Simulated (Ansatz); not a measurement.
# BiN (hypothetical, Fm-3m): thermal expansion from first principles, part 3 of 3

Wanted: α(T), C_P(T) and B(T) of BiN (hypothetical) in the quasi-harmonic approximation. The compound is hypothetical: it was made by swapping elements on a known structure type.

Ansatz 0.2.0; DFT PBEsol, scalar-relativistic, plane waves, PAW.

So far. Step 2 (A first coarse run): The start is under -20 GPa at this level and looks like an insulator or semiconductor on this mesh. Step 6 (Tight relaxation): The residual pressure is -3.2e-4 GPa, small enough for phonons. The relaxed cell has a = 5.082 Å (conventional setting).

**8. The quasi-harmonic study, q-mesh 4×4×4**

Thermal expansion follows from how the phonon free energy changes with strain, so the program makes strained cells, their phonons and a fit in one run.

Input file input.yaml:

```yaml
crystal:
  lattice:
    - [1.7966634, 1.0373055232, 2.9339434924]
    - [-1.7966634, 1.0373055232, 2.9339434924]
    - [0.0, -2.0746067697, 2.9339450044]
  atoms:
    - { symbol: Bi, position: [0.5, 0.5, 0.5] }
    - { symbol: "N", position: [0.0, 0.0, 0.0] }
kpoints:
  mp_grid: { grid: [12, 12, 12] }
hamiltonian:
  xc: pbesol
scf:
  occupations: { method: gaussian, width: 0.01 }
output:
  eigenvalues: true
phonons:
  method: dfpt
  qmesh: [4, 4, 4]
  temperatures: { t_max: 1200.0, t_step: 50 }
  thermal_expansion: {}
```

Command:

```
> ansatz run input.yaml --threads 4 --pin off --max-ram 8192MiB --backend cpu --events-out ev --progress --plain --runs-dir out
```

Log:

```text
Warning: crystal.lattice misses the space group found at crystal.symmetry.tolerance 1.0e-5 in a digit that the deck types, which is why this is a warning: making the lattice exact moves one of its numbers by a whole unit of that number's last typed decimal, or more. The operation that it misses by the most changes a squared length by the fraction 3.18e-6. The run uses the lattice that is a stretch of the typed one, with no rotation, onto the one that keeps every operation to a double's rounding (on a very oblique basis the stretch itself rounds by more); the deck's lattice vector that moved farthest moved by 3.50e-6 Å. [rest of the remark cut]
The last accepted step is kept in <dir> (removed where the run ends without a failure and the disk answers)
Engine: ansatz 0.2.0, aarch64-unknown-linux-gnu
Pseudopotentials: kind: paw
Pseudopotential: Bi, paw, valence charge 15, recommended cutoff 420 eV (normal), Bi.paw.azcp
Pseudopotential: N, paw, valence charge 5, recommended cutoff 420 eV (normal), N.paw.azcp
Functional definition: PBEsol
  exchange = pbesol_x
  correlation = pbesol_c
Crystal: 2 atoms, lattice volume = 32.808 Å³
Basis set: ecut = 487.2 eV, 821 PW (Γ), exchange–correlation on 54×54×54 points (8 copies of the dense FFT grid, shifted against one another)
Bands: 14, of which v1, the nominal top of the filled ones, is band 10 counted from 1 (9 counted from 0)
Symmetry: 48 space group operations
Space group: Fm-3m (ITA 225), of the structure as read, at distance tolerance 3.2e-5 Å
k-points: 72 of 1728
Non-local potential: Bi, projectors of the file, l = 0: 2, l = 1: 2, l = 2: 2, l = 3: 2
Non-local potential: N, projectors of the file, l = 0: 2, l = 1: 2, l = 2: 1
PAW form: soft (Blöchl's): semilocal exchange-correlation on the pseudo side does not see the compensation charge
PAW frozen core: Bi, regenerated for the run's functional, and the local potential with it (the file was generated under x = pbe(κ = 0.804, μ = 0.219515), c = pbe(β = 0.066725))
PAW frozen core: N, regenerated for the run's functional, and the local potential with it (the file was generated under x = pbe(κ = 0.804, μ = 0.219515), c = pbe(β = 0.066725))
PAW one-centre angular grid: Bi, 590 points (default); XC on 64 Gauss nodes
PAW one-centre angular grid: N, 110 points (default); XC on 64 Gauss nodes
Initial density: superposition of atomic densities (neutral atoms: chi_scale 0, normalization atom), corrected by the library's trained network
Initial wavefunctions: pseudopotential atomic-orbital guess
Functional: x = pbesol(κ = 0.804, μ = 0.123457), c = pbesol(β = 0.046)
SCF iter   1: F=—  HF=-12619.186948 eV  |F-HF|=—  |Δ(HF+E_count)|=         —  Δρ=1.82e-2  dr2=1.35e-1  ethr=1.77e-3  ⟨swp⟩=6.0  Hψ=5241  notcnv=0
[...]
Free energy (F): -12619.157814 eV
Harris-Foulkes:  -12619.157814 eV  (|F-HF|=1.82e-12)
Internal energy: -12619.157814 eV  (E = F + TS)
E sigma→0 (E₀):  -12619.157814 eV
Fermi energy:    13.481928 eV
--- Per-component energies (eV) ---
  E_band       = -28.234171
  E_kinetic    = 428.056607
  E_local      = -1382.267117  (includes V_loc(G=0)·N_el)
  E_nonlocal   = 611.367892
  E_hartree    = 420.369198
  E_xc         = -210.526965
  E_vxc        = -220.907389  (∫ρ·V_xc dr)
  E_paw        = -10630.721239  (= ΣΔE_a)
  E_vpaw       = -305.222234  (= ΣTr[D̂ρ^β])
  E_aug_tail   = -0.000318  (compensation charges beyond the density's cutoff)
  E_ewald      = -1855.553723
  E_core_change = 0.117851  (= ΣΔE_core)
  E_smearing   = -0.000000  (= −TS)
  E_closure    = 0.000000  (closes the sum)
  Σ components = -12619.157814   (vs F -12619.157814, Δ=0.00e0)
--- Forces (eV/Å), atoms counted from 1 ---
  atom   1  Bi    -0.00000000    -0.00000000    -0.00000000
  atom   2  N      0.00000000    -0.00000000    -0.00000000
  max |Σ_I F_I| component: 1.18e-28 eV/Å
--- Stress (GPa, compression-positive) ---
        0.021595       0.000000       0.000000
       -0.000000       0.021595       0.000000
        0.000000       0.000000       0.021595
  P = ⅓ Tr σ = 0.0216 GPa (0.216 kbar)
--- Band table (eV; the first three rows and the last of 72) ---
  k-point 0: bands = [... 6 lower, 6.2858, 11.0971, 11.0971, 11.0971, 19.8432, 19.8432, 19.8432, 22.1974]
  k-point 1: bands = [... 6 lower, 6.0099, 11.1263, 11.1263, 11.2708, 18.8898, 19.4408, 19.4408, 21.5572]
  k-point 2: bands = [... 6 lower, 5.2916, 11.2123, 11.2123, 11.6689, 17.2531, 18.5534, 18.5534, 21.2746]
  k-point 71: bands = [... 6 lower, 3.1803, 7.5840, 7.5840, 12.7465, 15.7193, 17.8689, 17.8689, 23.8204]
── thermal expansion: 3 new cells, 3 in all ──
thermal expansion: relaxation of cell 2
thermal expansion: relaxation of cell 3
── thermal expansion: 2 new cells, 5 in all ──
thermal expansion: relaxation of cell 4
thermal expansion: lower-state search of cell 4
thermal expansion: electrons of cell 4
thermal expansion: phonons of cell 4
WARN: thermal expansion: phonon_interpolation_lacks_dipole_term in the phonons of 1 cell: 4
WARN: thermal expansion: vibrations_at_or_below_zero in the phonons of 1 cell: 4
this run last wrote the structure of step 1 to <dir>
--- Relaxed structure (1 steps of the walk, 1 accepted, 0 SCFs on fresh bases) ---
  F+E_penalty+E_count = -12619.15781377 eV   max|allowed force component| = 5.903e-29 eV/Å
  atoms:
    - { symbol: Bi, position: [0.5, 0.5, 0.500000] }
    - { symbol: N, position: [0.0, 0.0, 0.0] }
--- Thermal expansion: 5 cells in 2 rounds, 0 GPa ---
  no lower state was reached at cell 4
  not told: vibrations stand at or below zero in cell 4 (0.750 modes a cell, the lowest at -204.9 cm⁻¹): the crystal is at no minimum there, or its k-points are too few: type the crystal that it becomes, another pressure, or a denser kpoints.mp_grid, in a new run
  phonon_interpolation_lacks_dipole_term in the phonons of 1 cell: 4
  vibrations_at_or_below_zero in the phonons of 1 cell: 4
Error: vibrations stand at or below zero in cell 4 (0.750 modes a cell, the lowest at -204.9 cm⁻¹): the crystal is at no minimum there, or its k-points are too few: type the crystal that it becomes, another pressure, or a denser kpoints.mp_grid, in a new run
[key lines of the parts left out:]
SCF converged after 8 iterations
```

Wall time 5.7 min (4 threads of Arm Neoverse V2, shared host); peak memory 2.6 GiB; 22 min of CPU time.

The run ended with an error.

The program's message: “vibrations stand at or below zero in cell 4 (0.750 modes a cell, the lowest at -204.9 cm⁻¹): the crystal is at no minimum there, or its k-points are too few: type the crystal that it becomes, another …”

**9. Phonons of the refused cell**

The study refused this cell, so its phonons are run alone to see which modes are imaginary.

input.yaml, the sections that differ from step 8:

```yaml
phonons:
  method: dfpt
  qmesh: [4, 4, 4]
  temperatures: { t_max: 1000, t_step: 50 }
  qpath:
    path:
      - [[0.0, 0.0, 0.0], [0.5, 0.50000056, 5.6e-07], [0.62500014, 0.62500084, 0.2500007]]
      - [[0.75000042, 0.37500127, 0.37500084], [0.0, 0.0, 0.0], [0.50000028, 0.50000084, 0.50000056], [0.75000028, 0.50000112, 0.25000084], [0.5, 0.50000056, 5.6e-07]]
    npoints: 10
# crystal, kpoints, hamiltonian, scf, output: as in step 8
```

Log:

```text
[...]
Crystal: 2 atoms, lattice volume = 32.808 Å³
Basis set: ecut = 420 eV, 645 PW (Γ), exchange–correlation on 50×50×50 points (8 copies of the dense FFT grid, shifted against one another)
Bands: 14, of which v1, the nominal top of the filled ones, is band 10 counted from 1 (9 counted from 0)
Symmetry: 48 space group operations
k-points: 72 of 1728
[...]
SCF iter   1: F=—  HF=-12619.181626 eV  |F-HF|=—  |Δ(HF+E_count)|=         —  Δρ=1.83e-2  dr2=1.37e-1  ethr=1.77e-3  ⟨swp⟩=6.0  Hψ=5204  notcnv=0
[...]
SCF iter   8: F=-12619.152119 eV  HF=-12619.152119 eV  |F-HF|=0.00e0  |Δ(HF+E_count)|=  6.00e-11  Δρ=2.54e-8  dr2=7.62e-14  ethr=1.00e-12  ⟨swp⟩=6.2  Hψ=4694  notcnv=0
SCF 1 converged in 8 iterations: F = -12619.152119 eV  dr2 = 7.62e-14
[...]
SCF iter   9: F=-12619.152119 eV  HF=-12619.152119 eV  |F-HF|=0.00e0  |Δ(HF+E_count)|=  1.82e-12  Δρ=2.49e-8  dr2=6.55e-14  ethr=1.00e-12  ⟨swp⟩=1.0  Hψ=2304  notcnv=0
SCF 2 converged in 9 iterations: F = -12619.152119 eV  dr2 = 6.55e-14
k-points: 189 of 1728 (irreducible under 6 space group operations, time reversal used)
[...]
SCF iter   3: F=-12619.152119 eV  HF=-12619.152119 eV  |F-HF|=3.27e-11  |Δ(HF+E_count)|=  4.91e-11  Δρ=3.69e-7  dr2=2.60e-11  ethr=1.00e-12  ⟨swp⟩=4.5  Hψ=12021  notcnv=0
SCF 3 converged in 3 iterations: F = -12619.152119 eV  dr2 = 2.60e-11
NSCF: frozen V_eff on 189 k-points
[...]
DFPT response loops at Γ: preconditioner auto → none (the input reference at scf.mixing.eps_inf says where Resta's filter doesn't serve); β = 0.50; Broyden in place of MSR1
k-points: 781 of 8000 (irreducible under 6 space group operations, time reversal used)
[...]
SCF iter   6: F=-12619.150931 eV  HF=-12619.150931 eV  |F-HF|=2.91e-11  |Δ(HF+E_count)|=  1.02e-10  Δρ=3.97e-7  dr2=5.97e-11  ethr=1.00e-12  ⟨swp⟩=5.3  Hψ=50369  notcnv=0
SCF 4 converged in 6 iterations: F = -12619.150931 eV  dr2 = 5.97e-11
[...]
DFPT response loops at q = (0, 0, 0.25) (fractional): preconditioner auto → Resta (q_TF=auto, 2.512 Å⁻¹)  ε∞=17.6 (no band partly filled); β = 1.00, the filter's whole step (`scf.mixing.beta` (0.50) is not read by the response loops at its default; to damp them type it under 1.00, their step now; it binds the ground state too); Broyden in place of MSR1
[...]
SCF converged after 8 iterations
Free energy (F): -12619.152119 eV
[...]
Internal energy: -12619.152119 eV  (E = F + TS)
E sigma→0 (E₀):  -12619.152119 eV
Fermi energy:    13.481821 eV
[...]
--- Band table (eV; the first three rows and the last of 72) ---
  k-point 0: bands = [... 6 lower, 6.2847, 11.0971, 11.0971, 11.0971, 19.8431, 19.8431, 19.8431, 22.1983]
  k-point 1: bands = [... 6 lower, 6.0088, 11.1264, 11.1264, 11.2710, 18.8898, 19.4408, 19.4408, 21.5578]
  k-point 2: bands = [... 6 lower, 5.2907, 11.2123, 11.2123, 11.6686, 17.2531, 18.5534, 18.5534, 21.2751]
  k-point 71: bands = [... 6 lower, 3.1802, 7.5840, 7.5840, 12.7466, 15.7190, 17.8689, 17.8689, 23.8209]
--- Phonons (Γ-DFPT): 2 representative perturbations + reference (Σ response iterations 6) ---
  ASR residual: 3.434e-5 → 0.000e0 eV/Å²; symmetrization residual: 1.443e-7 eV/Å²
  ASR residual per site (eV/Å²): 3.43e-5 5.50e-6
  Γ frequencies (cm⁻¹): -204.12 -204.12 -204.12 0.00 0.00 0.00
--- Phonons (arbitrary-q DFPT): 8 irreducible q on the 4×4×4 mesh ---
  q = [0.0000, 0.0000, 0.0000] (star 1, of the zone-centre solve; hermiticity 1.43e-7, symmetrization 2.39e-12): -204.12 -204.12 -204.12 -0.00 0.00 0.00
  q = [0.0000, 0.0000, 0.2500] (star 8, 4 solved perturbations on 936 of 1728 k-point pairs; hermiticity 2.06e-7, symmetrization 4.08e-8): 35.32 35.32 110.07 253.72 253.72 364.82
[...]
sum rule: each row above includes the acoustic sum rule's correction from the zone centre's row sums; it moved no ω² by more than (0.33 cm⁻¹)²
  mesh force constants: q→R imaginary residual 2.68e-18; ASR residual 3.434e-5 → 0.000e0 eV/Å²; symmetrization residual 5.329e-15 eV/Å²
  interpolated dispersion: 62 rows × 6 modes
  density of states and harmonic sums: on the 24×24×24 q-mesh, interpolated from the force constants of a 4×4×4 supercell (no non-analytic term)
  largest difference from the sums on the solved wave vectors: F 3.72e-2 eV, S 4.65e-5 and C_V 1.43e-5 eV/K
  zero-point energy: 0.056667 eV/cell   skipped modes (ω ≤ 0): 335, of them read as no rigid motion or as one in doubt: 332 (6.881e-1 modes/cell left out, lowest -204.12 cm⁻¹)   left out of the sums: 1.15e-1 of the cell's modes: C_V's classical limit lies that fraction below 3 k_B per atom; for a crystal, a wire or a layer, F and S can be off by more, and a phonons.interpolated_qmesh denser along its periods is the remedy for the sampling
```

The job ended after 3.4 min (4 threads; peak memory 2.2 GiB; 13 min of CPU time).

Numbers from this step:

* Γ frequencies: -204.1, -204.1, -204.1, 0, 0, 0 cm⁻¹ (negative: imaginary)
* lowest frequency on the path: -204.1 cm⁻¹
* point group: m-3m
* highest frequency: 412.6 cm⁻¹

No LO-TO term. The phonon branches at the labelled points (cm⁻¹):

```csv
point,branch 1,branch 2,branch 3,branch 4,branch 5,branch 6
Γ,-204,-204,-204,0,0,0
halfway,-121,-121,68,68,108,324
X,-144,-144,-140,94,94,152
halfway,-124,-63,57,118,138,154
U,-106,61,110,148,226,277
jump to K,-106,61,110,148,226,277
halfway,20,40,113,120,290,378
Γ,-204,-204,-204,0,0,0
halfway,35,35,110,254,254,365
L,60,60,159,333,333,404
halfway,63,74,142,227,269,371
W,-120,-120,98,125,125,320
halfway,-122,-97,81,118,149,225
X,-144,-144,-140,94,94,152
```

The phonon branches as a text plot (rows in cm⁻¹):

```
    399 |                                    ********
    373 |                    ****           *        **
    348 |                   *    *                     **
    322 |    ***           *                  *******    ***
    296 |       *           *****          * *      **      *
    271 |   *             **      **                 **      *
    245 |        *       *       *          *
    219 |                 *               *           **
    194 |         **    **                 *           *
    168 |           *   *         **            ****    *     *
    142 |  *         ***********    *         **    *****   *****
    117 |      ***     * ****** **        * **          *******
     91 |    ** ******* *      * ***       *             ***** **
     65 |   ****       * ******     *    **    **********     *
     40 |  *            *      **   **   *  ***         *
     14 | *                     **   *  ** *
    -12 |*                       ***  **
    -37 |                                 *
    -63 |              *       *  **
    -89 |           *               *                       ** *
   -114 |   ****      *********                          ******
   -140 | **    *******             **   *                     **
   -166 |                            *  *
   -191 |**                          ****
         Γ           X  U|K            Γ         L        W     X
```

The phonon density of states has structure finer than the step of the table below, so its rows give means over 25 cm⁻¹. Peaks (cm⁻¹: height): 62.5: 0.0652, 132.5: 0.0362.

Tetrahedra on 24 24 24, mean over bins of 5 cm⁻¹. Phonon density of states against wavenumber; means over each step:

wavenumber (cm⁻¹), phonon density of states (1/cm⁻¹/cell) and a bar:
```
     -175     0.0002 
     -150     0.0004 
     -125     0.0028 ##
     -100     0.0070 ######
      -75     0.0064 ######
      -50     0.0050 #####
      -25     0.0041 ####
        0     0.0043 ####
       25     0.0073 #######
       50     0.0301 #############################
       75     0.0203 ###################
      100     0.0146 ##############
      125     0.0317 ##############################
      150     0.0205 ###################
      175     0.0077 #######
      200     0.0070 ######
      225     0.0072 #######
      250     0.0079 #######
      275     0.0092 #########
      300     0.0115 ###########
      325     0.0120 ###########
      350     0.0087 ########
      375     0.0091 ########
      400     0.0050 #####
```

No LO-TO term. The modes at Γ (shares of kinetic energy by element, %) (negative means imaginary):

```csv
mode,frequency (cm⁻¹),symmetry,Bi %,N %
1,-204.1,T1u,6,94
2,-204.1,T1u,6,94
3,-204.1,T1u,6,94
4,0.0,T1u,94,6
5,0.0,T1u,94,6
6,0.0,T1u,94,6
```

Displacements in mode 2 (-204.1 cm⁻¹), the largest set to 1:
```
Bi1  0.00  0.01 -0.07
N2   0.00 -0.18  1.00
```

The modes has structure finer than the step of the table below, so its rows give means over 20 cm⁻¹. Peaks (cm⁻¹: height): Bi 59.4: 0.0518, 128.8: 0.0273; N -108.0: 0.00539, 145.1: 0.00927, 169.6: 0.00819, 210.5: 0.00855, 328.8: 0.0129, 365.6: 0.00984.

Phonopy on the run's constants, 19x19x19 mesh, Gaussian sigma 4.6 cm⁻¹. Modes against wavenumber; means over each step; values in 1/cm⁻¹/cell:

```csv
wavenumber (cm⁻¹),Bi,N
-200,3.8e-6,6.1e-5
-180,1.8e-5,1.9e-4
-160,3.6e-5,2.7e-4
-140,2.0e-4,8.0e-4
-120,0.00128,0.00316
-100,0.00241,0.00472
-80,0.00282,0.00384
-60,0.00344,0.00273
-40,0.00327,0.00164
-20,0.00172,3.8e-4
0,0.00150,4.2e-4
20,0.00487,5.0e-4
40,0.0149,7.4e-4
60,0.0412,0.00124
80,0.0116,0.00152
100,0.0113,0.00396
120,0.0218,0.00652
140,0.0212,0.00827
160,0.00500,0.00704
180,6.7e-4,0.00657
200,1.7e-4,0.00640
220,1.3e-4,0.00766
240,6.3e-5,0.00682
260,5.0e-5,0.00855
280,5.4e-5,0.00938
300,4.4e-5,0.0113
320,5.0e-5,0.0125
340,5.7e-5,0.00959
360,6.8e-5,0.00911
380,8.0e-5,0.00852
400,5.8e-5,0.00516
420,6.1e-6,4.9e-4
```

The lowest solved frequency is -204 cm⁻¹, so the cell is unstable here and gives no valid free energy.

**10. Summary of results**

| Item | Value |
| --- | --- |
| lowest frequency at the solved wavevectors | -204 cm⁻¹ |

What this shows: The relaxation moved the crystal from R-3m to Fm-3m; the results are of the latter. With imaginary harmonic modes at the relaxed cell the quasi-harmonic free energy is undefined, so no expansion is obtained for this phase at this level. The softest solved mode is 204i cm⁻¹ at q = (0, 0, 0), and 5 of 8 solved wavevectors carry a mode beyond 8i cm⁻¹. The program warned that a few bands missed the eigensolver's threshold in at least one of the runs.

[Long decimals in the printed logs are rounded to 6 places.]

[Logs are printed without paths, hosts, clocks, repeated set-up lines and the standing remarks that a program may print on its own settings, such as how far it seeks lower states.]

[Hosts, paths, dates, database ids (printed as entryN), source tags and the programs' standing remarks are cut or masked in the printed files.]

[Where the starting crystal was built by hand or by swapping elements, it need not be the compound's stable phase.]

[A step with changed settings may run another functional than the one named; its input shows which.]

[Pressures of single members of a volume series are the stress at the run's cutoff; with an incomplete basis they can lie off −dE/dV of the same runs, and they are not shown converged.]
